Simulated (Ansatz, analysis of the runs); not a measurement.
# A defect in a wire: Nb wire along [111], 2 atoms a period, vacancy of one Nb, part 2 of 2

Aim: how much does this defect scatter, and at which energies?

Ansatz 0.2.0; DFT PBE, plane waves, PAW; relaxation of a wire's period (the session's first sound run).

So far. Step 3 (The perfect wire): At the computed energy nearest the Fermi level there are 3 channels a spin, and the thermal average gives 3.04 G₀. Step 4 (Relaxing the junction): The largest force component on a free atom ends at 0.026 eV/Å, under the limit of 0.06.  3 atoms of the wire itself, hydrogen apart, moved by over 0.45 Å, up to 1.37 Å.

### 5. The open system (continued)

Electrostatic potential energy in the cb plane at fractional x = 0.563, with atoms of Nb within 0.2 Å of it. With pseudopotentials it is smooth inside the atoms' cores, unlike the true potential.

Ten even steps from '0' (-70 eV) to '9' (4 eV), each cell a mean:
```
99999999999999999999999999999999999999999999
99999999999999999999999999999999999999999999
99999999999999999999999999999999999999999999
99999999999999999999999999999999999999999999
99999999999999999999999999999999999999999999
99999999999999999999999998899999988999999889
99999999999999998778999986678998766899987678
99999999877789975225899851147997412589863126
88999998742368861002799720016886100278840004
66799998500038861002799720016886100278840004
11479998400037873114899852247997422589873236
00269998621258987667899987778999877889987678
00279999876689999889999999999999999999999999
33589999998999999999999999999999999999999999
77899999999999999999999999999999999999999999
99999999999999999999999999999999999999999999
99999999999999999999999999999999999999999999
99999999999999999999999999999999999999999999
99999999999999999999999999999999999999999999
99999999999999999999999999999999999999999999
99999999999999999999999999999999999999999999
99999999999999999999999999999999999999999999
```
Columns run along c (16.0 Å, from fractional 0.37 to 1.00 of the cell; values clipped at the 3rd and 97th percentile), rows up along b (8.2 Å). Atoms in or near the plane, at fractional coordinates: Nb at (0.52, 0.53), Nb at (0.62, 0.57), Nb at (0.74, 0.58), Nb at (0.85, 0.58), Nb at (0.96, 0.58).

By hand: the program gives 1.0822 × 10^14 S/m² over the cell's cross-section of 74.51 Å² = 7.451 × 10^-19 m², so one cell conducts 8.063 × 10^-5 S. Divided by G0 = 2e²/h = 7.748 × 10^-5 S this is 1.04 G0, a resistance of 12.4 kΩ.

The conductance is 1.04 G₀, with 3 channels a spin open in the lead. The lead's Hamiltonian steps by 23.8 meV, which the program lets pass, though it counts in the error estimate.

### 6. Landauer integrals

This step: Landauer integrals over the computed T(E), interpolated linearly between its energies (analysis of the runs above).

Conductance and thermopower are moments of T(E) over the thermal window; sliding the window along E stands for a gate that leaves T(E) rigid.

This step gave:

* conductance at 300 K, interpolated from T(E): 1.042 G₀
* thermopower at 300 K: -2.745 μV/K
* Lorenz number over L0: 1.044

T(E) held rigid; rough near sharp steps of T(E). The conductance at 300 K by shift of the leads' level:

```csv
shift of the leads' level (eV),conductance at 300 K (G₀)
-0.900,0.926
-0.850,1.07
-0.800,1.09
-0.750,1.20
-0.700,1.36
-0.650,1.40
-0.600,1.34
-0.550,1.23
-0.500,1.13
-0.450,1.09
-0.400,1.07
-0.350,1.06
-0.300,1.05
-0.250,1.05
-0.200,1.05
-0.150,1.04
-0.100,1.04
-0.050,1.04
0.000,1.04
0.050,1.08
0.100,1.20
0.150,1.29
0.200,1.29
0.250,1.24
0.300,1.18
0.350,1.10
0.400,0.983
0.450,0.922
0.500,0.906
0.550,0.862
0.600,0.803
0.650,0.740
0.700,0.673
0.750,0.602
0.800,0.539
0.850,0.513
0.900,0.559
```

T(E) held rigid; rough near sharp steps of T(E). Table of thermopower at 300 K by shift of the leads' level:

| shift of the leads' level (eV) | thermopower at 300 K (μV/K) |
| --- | --- |
| -0.900 | -30.7 |
| -0.850 | -8.88 |
| -0.800 | -8.16 |
| -0.750 | -17.1 |
| -0.700 | -11.7 |
| -0.650 | 2.47 |
| -0.600 | 8.70 |
| -0.550 | 13.0 |
| -0.500 | 8.87 |
| -0.450 | 4.09 |
| -0.400 | 1.87 |
| -0.350 | 1.04 |
| -0.300 | 0.716 |
| -0.250 | 0.552 |
| -0.200 | 0.438 |
| -0.150 | 0.348 |
| -0.100 | 0.236 |
| -0.050 | -0.256 |
| 0.000 | -2.75 |
| 0.050 | -10.2 |
| 0.100 | -13.9 |
| 0.150 | -4.83 |
| 0.200 | 3.26 |
| 0.250 | 6.60 |
| 0.300 | 8.52 |
| 0.350 | 12.7 |
| 0.400 | 14.5 |
| 0.450 | 4.74 |
| 0.500 | 5.25 |
| 0.550 | 8.85 |
| 0.600 | 11.1 |
| 0.650 | 12.9 |
| 0.700 | 15.0 |
| 0.750 | 16.3 |
| 0.800 | 12.0 |
| 0.850 | -2.50 |
| 0.900 | -25.7 |

The two levels move by half the bias each and T(E) is held rigid. The current from the zero-bias T(E) by bias:

```
bias (V)  current from the zero-bias T(E) (μA)
   0.000                                     0
   0.100                                  8.12
   0.200                                  16.5
   0.300                                  25.4
   0.400                                  34.5
   0.500                                  43.5
   0.600                                  52.2
   0.700                                  60.7
   0.800                                  68.9
   0.900                                  76.7
   1.000                                  84.5
   1.100                                  92.5
   1.200                                   101
   1.300                                   109
   1.400                                   117
   1.500                                   125
   1.600                                   131
   1.700                                   137
   1.800                                   143
   1.900                                   149
```

By hand, Mott's formula: S = −(π²k²T/3e) d ln T/dE, and π²k²T/3e = 7.33 μV/K × eV at 300 K. The computed T is 1.04 at -0.070 eV and 1.02 at +0.070 eV, so d ln T/dE ≈ -0.103 per eV and S ≈ 0.755 μV/K, against -2.75 from the integrals. The signs differ: ln T is not straight over the thermal window, so the sign is not firm.

The thermopower is -2.75 μV/K. The Lorenz ratio is 1.04, where the Wiedemann-Franz law gives 1. Moving the level by up to 0.1 eV either way gives -14 to 0.24 μV/K.

### 7. Summary of results

```json
{
  "conductance of the perfect wire": "3.04 G₀",
  "conductance, vacancy of one Nb": "1.04 G₀",
  "thermopower, vacancy of one Nb": "-2.75 μV/K"
}
```

What this shows: Summed over the computed window, 25 % of the lead's open channels pass the defect; the conductance at 300 K is 1.04 G₀. With vacancy of one Nb, 34 % of the conductance of that run's own lead (3.03 G₀) is left. Transport is coherent and elastic here: the atoms are frozen, so scattering by vibrations plays no part. With vacancy of one Nb several atoms of the wire itself moved far in the relaxation, so the changed stretch between the held leads may scatter as well as the defect. The free region is short: held atoms still bear up to 0.8 eV/Å after a relaxation. A junction with open d shells ran without spin, after the few moments seeded in its relaxation died away; moments on all d atoms were not tried. A cutoff under the files' recommended one was taken to save time; its effect on T(E) was not tested here. A cell with an odd number of electrons ran without spin; a level of the scatterer near the Fermi level could split if spin were allowed.

[Logs are printed without paths, hosts, clocks, repeated set-up lines and the standing remarks that a program may print on its own settings, such as how far it seeks lower states.]

[Hosts, paths, dates, database ids (printed as entryN), source tags and the programs' standing remarks are cut or masked in the printed files.]
